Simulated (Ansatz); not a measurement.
## Ir [001], fcc: pulling along c

The c axis is held at a set length while the cell relaxes sideways. How do the lateral strain and the stress follow? The strained cell has c along the load; unstrained it is a = 2.7087 Å, b = 2.7087 Å, c = 3.8306 Å, α = 90.00°, β = 90.00°, γ = 90.00°, with 2 atoms.

Calculated with Ansatz 0.2.0, PBEsol, PAW files of the set soft_1, cutoff 600 eV, Fermi–Dirac smearing 0.05 eV, k-mesh 16×16×11, no spin polarisation, no spin-orbit coupling.

Relaxed positions at 0 %:

```csv
atom,x,y,z
Ir,0.0000,0.0000,0.0000
Ir,0.5000,0.5000,0.5000
```

| ε_c (%) | a (Å) | c (Å) | ε_a (%) | σ (GPa, tension positive) |
| --- | --- | --- | --- | --- |
| −3 | 2.7336 | 3.7157 | 0.921 | −15.28 |
| −2 | 2.7249 | 3.7540 | 0.600 | −9.96 |
| −1 | 2.7165 | 3.7923 | 0.291 | −4.80 |
| 0 | 2.7085 | 3.8306 | −0.006 | 0.15 |
| 1 | 2.7010 | 3.8689 | −0.283 | 5.09 |
| 3 | 2.6870 | 3.9455 | −0.800 | 14.36 |

**Question.** Fit both responses and give the free strain and the stress at +2 %, a row left out above.

Least squares with y = y0 + y1 ε + y2 ε² (ε in %) gives ε_a = −0.004 + (−0.2870) ε + (0.0072) ε² and σ = 0.20 + (4.939) ε + (−0.072) ε² GPa. The linear terms put the ratio of free to applied strain at −0.287 and the Young modulus at 494 GPa.

At +2 % the free strain comes out as −0.549 %. The run itself gives −0.545 %, so the estimate misses by 0.004 %, more than the largest misfit of the fitted rows (0.002 %).

The stress comes out as 9.79 GPa. The run itself gives 9.86 GPa, so the estimate misses by 0.07 GPa, more than the largest misfit of the fitted rows (0.05 GPa).

Along a cube axis ν = C12/(C11 + C12) and Y = (C11 − C12)(C11 + 2C12)/(C11 + C12), so C11 = Y(1 − ν)/[(1 + ν)(1 − 2ν)] = 642 GPa and C12 = 259 GPa.

The negative ε² term means that the crystal stiffens in compression and softens in tension.

[Logs are printed without paths, hosts, clocks, repeated set-up lines and the standing remarks that a program may print on its own settings, such as how far it seeks lower states.]
